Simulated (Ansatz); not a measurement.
# ScVB2: relaxing a made-up structure

This structure for ScVB2 is made up. Its elements were placed in a known structure type with a cell scaled to their sizes. What cell does the guess relax to, and how far off was it?

Calculated with Ansatz 0.2.0; DFT, PBEsol, plane-wave PAW, files of the set soft_1, scalar-relativistic, ferromagnetic start, cell and ions relaxed at zero pressure; PAW set soft_1, in the first sound run; inputs show where later runs differ.

### Step 1. Starting point

The structure is trigonal, space group R-3m (No. 166). Conventional cell: a = 3.006 Å, b = 3.006 Å, c = 14.623 Å, α = 90.00°, β = 90.00°, γ = 120.00°. V has 6 B at 2.16 Å nearest. Sc has 6 B at 2.08 Å nearest. Nearest to B lie 3 Sc at 2.08 Å and 3 V at 2.16 Å. Farther neighbours are not listed.

### Step 2. Relaxing cell and atoms

The guessed cell has no reason to be at equilibrium. It is relaxed with the atoms, within the space group of the guess.

input.yaml reads:

```yaml
crystal:
  lattice:
    - [1.503, 0.867757455, 4.874333333]
    - [-1.503, 0.867757455, 4.874333333]
    - [0.0, -1.735514909, 4.874333333]
  atoms:
    - { symbol: V, position: [0.0, 0.0, 0.0], spin: 2.0 }
    - { symbol: Sc, position: [0.5, 0.5, 0.5] }
    - { symbol: B, position: [0.245099998, 0.245099998, 0.245099998] }
    - { symbol: B, position: [0.754900002, 0.754900002, 0.754900002] }
magnetization:
  spin_polarized: true
kpoints:
  mp_grid: { grid: [10, 10, 10] }
scf:
  occupations: { method: fermi_dirac, width: 0.05 }
hamiltonian:
  xc: pbesol
  pseudopotentials: { kind: paw, azcp: { folder: soft_1 }, xc_functional: pbe }
relax:
  f_tol: 0.015
  max_steps: 70
  cell: {}
output:
  forces: true
  stress: true
```

On the command line:

```console
$ ansatz run input.yaml --threads 4 --pin off --max-ram 8192MiB --backend cpu --events-out ev --progress --plain --runs-dir out
```

Numbers of over 12 decimals in the logs are rounded to 6 here.

Log:

```text
basis.fft_grid_basis auto: the FFT boxes are laid along the combinations [[1, 0, -1], [0, 1, -1], [0, 0, 1]] of the cell's own vectors, 3.006, 3.006 and 5.174 Å long. The dense box has 24×24×36 points. Along the cell's own vectors, as sized, it would have 36×36×36, 2.25 times as many. Of the 12 symmetry operations that the crystal satisfies within crystal.symmetry.tolerance (time reversal apart; of a slab, those that [...]
Engine: ansatz 0.2.0, x86_64-unknown-linux-gnu
Pseudopotentials: kind: paw
Pseudopotential: V, paw, valence charge 13, recommended cutoff 420 eV (normal), soft_1/V.paw.azcp
Pseudopotential: Sc, paw, valence charge 11, recommended cutoff 420 eV (normal), soft_1/Sc.paw.azcp
Pseudopotential: B, paw, valence charge 3, recommended cutoff 420 eV (normal), soft_1/B.paw.azcp
Functional definition: PBEsol
  exchange = pbesol_x
  correlation = pbesol_c
Crystal: 4 atoms, lattice volume = 38.144 Å³
Basis set: ecut = 420 eV, 707 PW (Γ), FFT grids on a1−a3, a2−a3, a3, exchange–correlation on 48×48×72 points (8 copies of the dense FFT grid, shifted against one another)
Bands: 20, of which v1, the nominal top of the filled ones, is band 15 counted from 1 (14 counted from 0)
Symmetry: 12 space group operations
Space group: R-3m (ITA 166), of the structure as read, at distance tolerance 3.4e-5 Å
Magnetic group: BNS 166.97 (UNI 1327), of the structure as read, at distance tolerance 3.4e-5 Å
k-points: 116 of 1000
Non-local potential: V, projectors of the file, l = 0: 3, l = 1: 2, l = 2: 3, l = 3: 1
Non-local potential: Sc, projectors of the file, l = 0: 3, l = 1: 2, l = 2: 3, l = 3: 1
Non-local potential: B, projectors of the file, l = 0: 2, l = 1: 2, l = 2: 1
PAW form: soft (Blöchl's): semilocal exchange-correlation on the pseudo side does not see the compensation charge
PAW frozen core: V, regenerated for the run's functional, and the local potential with it (the file was generated under x = pbe(κ = 0.804, μ = 0.219515), c = pbe(β = 0.066725))
PAW frozen core: Sc, regenerated for the run's functional, and the local potential with it (the file was generated under x = pbe(κ = 0.804, μ = 0.219515), c = pbe(β = 0.066725))
PAW frozen core: B, regenerated for the run's functional, and the local potential with it (the file was generated under x = pbe(κ = 0.804, μ = 0.219515), c = pbe(β = 0.066725))
PAW one-centre angular grid: V, 590 points (default); XC on 64 Gauss nodes
PAW one-centre angular grid: Sc, 590 points (default); XC on 64 Gauss nodes
PAW one-centre angular grid: B, 110 points (default); XC on 64 Gauss nodes
Initial density: superposition of atomic densities (chi_scale 0.1, normalization cell, long waves kept (reshape's long-wave potential 0.02 eV rms))
Starting moments: Σ|m| = 2 μB on 1 of 4 sites
Initial wavefunctions: pseudopotential atomic-orbital guess
Functional: x = pbesol(κ = 0.804, μ = 0.123457), c = pbesol(β = 0.046)
SCF iter   1: F=—  HF=-5304.073072 eV  |F-HF|=—  |Δ(HF+E_count)|=         —  Δρ=1.55e-1 (↑1.55e-1 ↓4.95e-2)  dr2=2.73e1  dr2_m=1.35e0  M=0.813 μB ∫|m|=0.909 μB  β_m=0.30  ethr=3.10e-3  ⟨swp⟩=4.0  Hψ=17609  notcnv=0
Mixer restart at iter 1: flushing history
preconditioner: auto → Kerker (q_TF=auto, 2.621 Å⁻¹)  [metal: Δε(μ)=0.001 eV  Ē_g=13.480 eV  σ=0.050 eV  W_gap=0.01  n_scr=16 (ndim 8)  ℏωp=26.9 eV  f_vac=0.000  D(μ)=2.00/eV (n_scr^D=22)]
spin=Collinear: Kerker preconditioning applied to the charge; magnetization (m = ρ↑ − ρ↓) channel mixes plain (no charge-response kernel on spin).
SCF iter   2: F=—  HF=-5300.714246 eV  |F-HF|=—  |Δ(HF+E_count)|=    3.36e0  Δρ=8.25e-2 (↑8.25e-2 ↓3.04e-2)  dr2=8.97e0  dr2_m=5.23e-1  M=0.725 μB ∫|m|=0.863 μB  β_m=0.45  ethr=3.10e-3  ⟨swp⟩=3.0  Hψ=11935  notcnv=0  defer=54
SCF iter   3: F=—  HF=-5298.759649 eV  |F-HF|=—  |Δ(HF+E_count)|=    1.95e0  Δρ=3.46e-2 (↑1.63e-2 ↓3.46e-2)  dr2=4.87e-1  dr2_m=9.32e-2  M=0.485 μB ∫|m|=0.685 μB  β_m=0.73  ethr=3.10e-3  ⟨swp⟩=3.6  Hψ=12872  notcnv=0  defer=54
SCF iter   4: F=—  HF=-5300.186431 eV  |F-HF|=—  |Δ(HF+E_count)|=    1.43e0  Δρ=1.54e-2 (↑1.54e-2 ↓7.26e-3)  dr2=3.58e-2  dr2_m=3.70e-2  M=0.170 μB ∫|m|=0.332 μB  β_m=0.86  ethr=1.62e-3  ⟨swp⟩=3.3  Hψ=11914  notcnv=0  defer=35
SCF iter   5: F=—  HF=-5300.221849 eV  |F-HF|=—  |Δ(HF+E_count)|=         —  Δρ=2.11e-2 (↑3.46e-3 ↓2.11e-2)  dr2=2.37e-1  dr2_m=4.72e-2  M=0.000 μB ∫|m|=0.118 μB  β_m=0.86  ethr=1.19e-4  ⟨swp⟩=3.3  Hψ=10732  notcnv=0  defer=40
Mixer restart at iter 5: flushing history
SCF iter   6: F=—  HF=-5300.197749 eV  |F-HF|=—  |Δ(HF+E_count)|=   2.41e-2  Δρ=1.10e-2 (↑1.10e-2 ↓5.06e-3)  dr2=7.05e-2  dr2_m=4.16e-3  M=-0.005 μB ∫|m|=0.053 μB  β_m=0.77  ethr=1.19e-4  ⟨swp⟩=3.7  Hψ=11248  notcnv=0  defer=40
SCF iter   7: F=—  HF=-5300.205304 eV  |F-HF|=—  |Δ(HF+E_count)|=   7.56e-3  Δρ=2.15e-3 (↑1.70e-3 ↓2.15e-3)  dr2=7.02e-4  dr2_m=1.21e-3  M=-0.005 μB ∫|m|=0.032 μB  β_m=0.83  ethr=1.19e-4  ⟨swp⟩=2.7  Hψ=10583  notcnv=0  defer=22
SCF iter   8: F=—  HF=-5300.205934 eV  |F-HF|=—  |Δ(HF+E_count)|=   6.30e-4  Δρ=1.38e-3 (↑1.38e-3 ↓1.83e-4)  dr2=1.05e-3  dr2_m=1.53e-4  M=-0.003 μB ∫|m|=0.013 μB  β_m=0.91  ethr=2.34e-6  ⟨swp⟩=2.0  Hψ=8909  notcnv=0  defer=22
SCF iter   9: F=—  HF=-5300.206146 eV  |F-HF|=—  |Δ(HF+E_count)|=   2.12e-4  Δρ=4.05e-4 (↑4.05e-4 ↓1.04e-4)  dr2=6.53e-5  dr2_m=1.83e-5  M=-0.001 μB ∫|m|=0.005 μB  β_m=0.94  ethr=2.34e-6  ⟨swp⟩=2.0  Hψ=5941  notcnv=0  defer=22
SCF iter  10: F=—  HF=-5300.206129 eV  |F-HF|=—  |Δ(HF+E_count)|=   1.72e-5  Δρ=1.67e-4 (↑6.06e-5 ↓1.67e-4)  dr2=3.19e-5  dr2_m=1.26e-6  M=-0.000 μB ∫|m|=0.001 μB  β_m=0.97  ethr=2.18e-7  ⟨swp⟩=2.0  Hψ=7664  notcnv=0  defer=22
SCF iter  11: F=—  HF=-5300.206131 eV  |F-HF|=—  |Δ(HF+E_count)|=   2.05e-6  Δρ=6.79e-5 (↑1.17e-5 ↓6.79e-5)  dr2=3.18e-6  dr2_m=3.94e-7  M=-0.000 μB ∫|m|=0.001 μB  β_m=0.98  ethr=1.06e-7  ⟨swp⟩=1.9  Hψ=5306  notcnv=0  defer=22
SCF iter  12: F=—  HF=-5300.206131 eV  |F-HF|=—  |Δ(HF+E_count)|=   1.61e-7  Δρ=1.25e-5 (↑3.07e-6 ↓1.25e-5)  dr2=1.37e-7  dr2_m=1.11e-8  M=-0.000 μB ∫|m|=0.000 μB  β_m=0.99  ethr=1.06e-8  ⟨swp⟩=2.0  Hψ=5551  notcnv=0  defer=22
SCF iter  13: F=—  HF=-5300.206131 eV  |F-HF|=—  |Δ(HF+E_count)|=   1.44e-8  Δρ=1.73e-6 (↑6.09e-7 ↓1.73e-6)  dr2=3.49e-9  dr2_m=1.27e-10  M=-0.000 μB ∫|m|=0.000 μB  β_m=1.00  ethr=4.57e-10  ⟨swp⟩=2.0  Hψ=5740  notcnv=0  defer=22
SCF iter  14: F=-5300.206131 eV  HF=-5300.206131 eV  |F-HF|=1.48e-10  |Δ(HF+E_count)|=  3.93e-10  Δρ=2.44e-7 (↑2.19e-7 ↓2.44e-7)  dr2=1.58e-10  dr2_m=1.59e-13  M=-0.000 μB ∫|m|=0.000 μB  ethr=1.16e-11  ⟨swp⟩=1.1  Hψ=11401  notcnv=0
[...]
relax step   3: F+E_penalty+E_count = -5302.60401963 eV  Δ(F+E_penalty+E_count) = -5.082e-1 eV  max|allowed force component| = 5.101e-1 eV/Å  Δτ_max = 0.1195 Å  P = +1.317 GPa  Ω = 46.175 Å³  energy of the carried Pulay correction = -7.247e-3 eV  (10 SCF iters, dr2 threshold 4.00e-7 eV, accepted)
[...]
relax step   4: F+E_penalty+E_count = -5302.62842666 eV  Δ(F+E_penalty+E_count) = -2.441e-2 eV  max|allowed force component| = 6.165e-2 eV/Å  Δτ_max = 0.0341 Å  P = +0.294 GPa  Ω = 46.569 Å³  energy of the carried Pulay correction = -7.567e-3 eV  (8 SCF iters, dr2 threshold 4.00e-7 eV, accepted)
[...]
relax step   5: F+E_penalty+E_count = -5302.63246400 eV  Δ(F+E_penalty+E_count) = -4.037e-3 eV  max|allowed force component| = 2.125e-2 eV/Å  Δτ_max = 0.0093 Å  P = +0.186 GPa  Ω = 46.650 Å³  energy of the carried Pulay correction = -7.633e-3 eV  (8 SCF iters, dr2 threshold 4.00e-7 eV, accepted)
[...]
relax step   6: F+E_penalty+E_count = -5302.63315938 eV  Δ(F+E_penalty+E_count) = -6.954e-4 eV  max|allowed force component| = 3.750e-3 eV/Å  Δτ_max = 0.0070 Å  P = -0.061 GPa  Ω = 46.751 Å³  energy of the carried Pulay correction = -7.714e-3 eV  (9 SCF iters, dr2 threshold 3.41e-7 eV, accepted)
[...]
relax step   7: F+E_penalty+E_count = -5302.63318646 eV  Δ(F+E_penalty+E_count) = -2.707e-5 eV  max|allowed force component| = 4.709e-4 eV/Å  Δτ_max = 0.0007 Å  P = +0.015 GPa  Ω = 46.728 Å³  energy of the carried Pulay correction = -7.695e-3 eV  (8 SCF iters, dr2 threshold 1.19e-8 eV, accepted)
[...]
relax step   8: F+E_penalty+E_count = -5302.64924903 eV  Δ(F+E_penalty+E_count) = -1.606e-2 eV  max|allowed force component| = 6.133e-3 eV/Å  Δτ_max = 0.0000 Å  P = +0.362 GPa  Ω = 46.728 Å³  stress off target by 4.11e-1 GPa  SCF on the basis re-selected at this cell (its energy is not comparable with the rows above)  (10 SCF iters)
[...]
relax step   9: F+E_penalty+E_count = -5302.64930007 eV  Δ(F+E_penalty+E_count) = -5.103e-5 eV  max|allowed force component| = 1.694e-3 eV/Å  Δτ_max = 0.0006 Å  P = -0.002 GPa  Ω = 46.830 Å³  energy of the carried Pulay correction = -7.111e-5 eV  (8 SCF iters, dr2 threshold 4.00e-7 eV, accepted)
iter 1 solved again at ethr=9.71e-9 eV; its pass at ethr=3.10e-3 eV (dr2=2.91e-6 eV) is discarded
SCF iter   1: F=—  HF=-5302.649358 eV  |F-HF|=—  |Δ(HF+E_count)|=         —  Δρ=1.60e-6 (↑1.60e-6 ↓1.58e-6)  dr2=1.30e-9  dr2_m=1.01e-11  M=0.000 μB ∫|m|=0.000 μB  β_m=0.65  ethr=9.71e-9  ⟨swp⟩=3.0  Hψ=30184  notcnv=0
preconditioner: auto → none  [metal: Δε(μ)=0.020 eV  Ē_g=5.315 eV  σ=0.050 eV  W_gap=0.10  n_scr=2 (ndim 8)  ℏωp=20.3 eV  f_vac=0.000  D(μ)=2.16/eV (n_scr^D=22)]
SCF iter   2: F=—  HF=-5302.649358 eV  |F-HF|=—  |Δ(HF+E_count)|=   2.34e-9  Δρ=1.31e-6 (↑1.30e-6 ↓1.31e-6)  dr2=7.34e-9  dr2_m=2.66e-12  M=0.000 μB ∫|m|=0.000 μB  β_m=0.30  ethr=4.35e-12  ⟨swp⟩=2.0  Hψ=8065  notcnv=0
SCF iter   3: F=—  HF=-5302.649358 eV  |F-HF|=—  |Δ(HF+E_count)|=   4.53e-9  Δρ=7.92e-7 (↑7.92e-7 ↓7.83e-7)  dr2=3.32e-10  dr2_m=3.75e-12  M=0.000 μB ∫|m|=0.000 μB  β_m=0.52  ethr=4.35e-12  ⟨swp⟩=2.3  Hψ=6902  notcnv=0
SCF iter   4: F=—  HF=-5302.649358 eV  |F-HF|=—  |Δ(HF+E_count)|=   1.19e-8  Δρ=4.33e-7 (↑4.16e-7 ↓4.33e-7)  dr2=7.62e-10  dr2_m=6.53e-13  M=0.000 μB ∫|m|=0.000 μB  β_m=0.58  ethr=1.11e-12  ⟨swp⟩=2.0  Hψ=8202  notcnv=0
SCF iter   5: F=—  HF=-5302.649358 eV  |F-HF|=—  |Δ(HF+E_count)|=   2.94e-9  Δρ=3.41e-7 (↑3.12e-7 ↓3.41e-7)  dr2=2.30e-10  dr2_m=2.03e-13  M=0.000 μB ∫|m|=0.000 μB  β_m=0.56  ethr=1.11e-12  ⟨swp⟩=2.0  Hψ=6326  notcnv=0
SCF iter   6: F=—  HF=-5302.649358 eV  |F-HF|=—  |Δ(HF+E_count)|=   1.71e-9  Δρ=8.31e-8 (↑7.87e-8 ↓8.31e-8)  dr2=1.16e-11  dr2_m=6.10e-15  M=-0.000 μB ∫|m|=0.000 μB  β_m=0.58  ethr=1.00e-12  ⟨swp⟩=2.0  Hψ=7738  notcnv=0
SCF iter   7: F=—  HF=-5302.649358 eV  |F-HF|=—  |Δ(HF+E_count)|=  6.37e-12  Δρ=2.22e-8 (↑2.11e-8 ↓2.22e-8)  dr2=5.33e-13  dr2_m=5.61e-16  M=0.000 μB ∫|m|=0.000 μB  β_m=0.62  ethr=1.00e-12  ⟨swp⟩=1.0  Hψ=4640  notcnv=0
SCF iter   8: F=-5302.649358 eV  HF=-5302.649358 eV  |F-HF|=7.28e-12  |Δ(HF+E_count)|=  7.28e-12  Δρ=3.65e-8 (↑3.62e-8 ↓3.65e-8)  dr2=5.15e-12  dr2_m=2.49e-16  M=-0.000 μB ∫|m|=0.000 μB  ethr=1.00e-12  ⟨swp⟩=2.0  Hψ=11743  notcnv=0
the starting moments were not kept: the SCF closed with an absolute magnetisation of 2.8e-8 μB, where they sum to 2 μB in size (1 site). That is at most 0.1 of that sum. Measured as dr2_m measures the in/out step, that magnetisation stands 8.4e-17 eV from none, at or under the dr2_threshold of 4.0e-11 eV: it is no larger than a step whose dr2_m would equal this threshold.
SCF 10 converged in 8 iterations: F = -5302.649358 eV  dr2 = 5.15e-12
relax step  10: F+E_penalty+E_count = -5302.64935800 eV  Δ(F+E_penalty+E_count) = -5.793e-5 eV  max|allowed force component| = 2.058e-3 eV/Å  Δτ_max = 0.0000 Å  P = -0.002 GPa  Ω = 46.830 Å³  stress off target by 7.94e-3 GPa  SCF on the basis re-selected at this cell (its energy is not comparable with the rows above)  (8 SCF iters)
basis re-selected at this cell: Δ(F+E_penalty+E_count) = -5.793e-5 eV, ΔP = +0.001 GPa vs the last step (what re-selecting the basis moved, of the pressure what is left beyond the Pulay correction that the steps carried, after the strain that the cell walked since its last selection, with what the two solves' SCF thresholds leave and, on support functions, any second-order correction that the steps lacked; it is no m [...]
SCF converged after 8 iterations
Magnetization: -0.0000 μB (15.0000 up, 15.0000 down)
Absolute magnetization: 0.0000 μB (∫|ρ↑−ρ↓|, with the PAW one-centre terms)
Spin contamination: 0.0000 ħ² per cell (⟨S²⟩ above its minimum at these occupations)
Per-site moments (μB) at R_I (Å): [(2.4975728280736333e-9, 0.882409), (-2.8733969633694306e-9, 0.998121), (-6.426836825133577e-9, 0.882409), (-6.42683681995474e-9, 0.882409)]
Free energy (F): -5302.649358 eV
Harris-Foulkes:  -5302.649358 eV  (|F-HF|=7.28e-12)
Internal energy: -5302.631512 eV  (E = F + TS)
E sigma→0 (E₀):  -5302.640435 eV
Entropy (-TS):   -0.017846 eV (-4.461 meV/atom)
Fermi energy:    11.969592 eV
--- Per-component energies (eV) ---
  E_band       = -290.049728
  E_kinetic    = 597.397958
  E_local      = -1996.125265  (includes V_loc(G=0)·N_el)
  E_nonlocal   = 244.459173
  E_hartree    = 790.418086
  E_xc         = -264.619425
  E_vxc        = -327.383836  (∫ρ·V_xc dr)
  E_paw        = -2215.816585  (= ΣΔE_a)
  E_vpaw       = -389.234830  (= ΣTr[D̂ρ^β])
  E_aug_tail   = 0.000976  (compensation charges beyond the density's cutoff)
  E_ewald      = -2458.654556
  E_core_change = 0.308126  (= ΣΔE_core)
  E_smearing   = -0.017846  (= −TS)
  E_closure    = 0.000000  (closes the sum)
  Σ components = -5302.649358   (vs F -5302.649358, Δ=0.00e0)
--- Forces (eV/Å), atoms counted from 1 ---
  atom   1  V      0.00000000     0.00000000    -0.00000000
  atom   2  Sc    -0.00000000     0.00000000     0.00000000
  atom   3  B      0.00000000     0.00000000     0.00205762
  atom   4  B      0.00000000    -0.00000000    -0.00205762
  max |Σ_I F_I| component: 4.63e-18 eV/Å
--- Stress (GPa, compression-positive) ---
       -0.006610      -0.000000      -0.000000
       -0.000000      -0.006610       0.000000
       -0.000000       0.000000       0.007939
  P = ⅓ Tr σ = -0.0018 GPa (-0.018 kbar)
--- Relaxed structure (8 steps of the walk, 8 accepted, 2 SCFs on fresh bases) ---
  F+E_penalty+E_count = -5302.64935800 eV   max|allowed force component| = 2.058e-3 eV/Å   (the final SCF, on the basis selected at the relaxed cell)
  cell:  # Å, volume = 46.8300 Å³
    - [1.605871, 0.927150, 5.242187]
    - [-1.605871, 0.927150, 5.242187]
    - [0, -1.854300, 5.242187]
  atoms:
    - { symbol: V, position: [0, 0, 0] }
    - { symbol: Sc, position: [0.5, 0.5, 0.500000] }
    - { symbol: B, position: [0.265512, 0.265512, 0.265512] }
    - { symbol: B, position: [0.734488, 0.734488, 0.734488] }
```

Elapsed: 28 s, on 4 threads of Intel Xeon at 2.60GHz (Ice Lake), shared host; peak memory 0.62 GiB.

Step by step:

| step | energy less that of the first step (eV) | largest force component (eV/Å) | pressure (GPa) | volume (Å³) |
| --- | --- | --- | --- | --- |
| 1 | 0.0000 | 4.4807 | 50.05 | 38.14 |
| 2 | -1.8896 | 2.3790 | 13.83 | 43.37 |
| 3 | -2.3979 | 0.5101 | 1.32 | 46.18 |
| 4 | -2.4223 | 0.0616 | 0.29 | 46.57 |
| 5 | -2.4263 | 0.0213 | 0.19 | 46.65 |
| 6 | -2.4270 | 0.0037 | -0.06 | 46.75 |
| 7 | -2.4271 | 0.0005 | 0.02 | 46.73 |
| 8* | -2.4431 | 0.0061 | 0.36 | 46.73 |
| 9 | -2.4432 | 0.0017 | 0.00 | 46.83 |
| 10* | -2.4432 | 0.0021 | 0.00 | 46.83 |

Relaxation steps marked * repeat the geometry before them on a plane-wave basis chosen anew for their cell, so energy and pressure can jump there.

The run keeps the 12 symmetry operations that it works with, so distortions that break them were not tested.

| conventional cell, symmetrised | before | after | change |
| --- | --- | --- | --- |
| a (Å) | 3.006 | 3.212 | +6.8 % |
| b (Å) | 3.006 | 3.212 | +6.8 % |
| c (Å) | 14.623 | 15.727 | +7.5 % |
| volume (Å³/atom) | 9.54 | 11.71 | +22.8 % |

The atoms that moved most (Å, as changes of fractional coordinates times the final cell):

| atom | dx | dy | dz | length |
| --- | --- | --- | --- | --- |
| B3 | 0.000 | 0.000 | 0.321 | 0.321 |
| B4 | 0.000 | 0.000 | -0.321 | 0.321 |

Final coordinates:

```xyz
4
Lattice="1.6059 0.9272 5.2422 -1.6059 0.9272 5.2422 0.0000 -1.8543 5.2422" Properties=species:S:1:pos:R:3 pbc="T T T"
V     0.0000    0.0000    0.0000
Sc    0.0000    0.0000    7.8633
B     0.0000    0.0000    4.1756
B     0.0000    0.0000   11.5510
```

Numbers from this step:

```yaml
free_energy: -5302.6494 eV
energy_at_zero_smearing: -5302.6404 eV
smearing_term_ts: 0.01785 eV
fermi_energy: 11.97 eV
electrons: 30
symmetry_operations: 12
pressure: -0.001760 GPa
```

The shortest distance of each pair, which need not be the same contact before and after:

| pair | guess (Å) | relaxed (Å) |
| --- | --- | --- |
| B–V | 2.163 | 2.139 |
| B–Sc | 2.080 | 2.420 |
| B–B | 2.876 | 2.826 |
| Sc–V | 2.992 | 3.211 |
| V–V | 3.006 | 3.212 |

The relaxation ends with a largest force component of 0.0021 eV/Å and a pressure of 0.00 GPa. The starting moments have collapsed: the run ends non-magnetic.

(Continued in part 2 of 2.)

[Logs are printed without paths, hosts, clocks, repeated set-up lines and the standing remarks that a program may print on its own settings, such as how far it seeks lower states.]

[Hosts, paths, dates, database ids (printed as entryN), source tags and the programs' standing remarks are cut or masked in the printed files.]
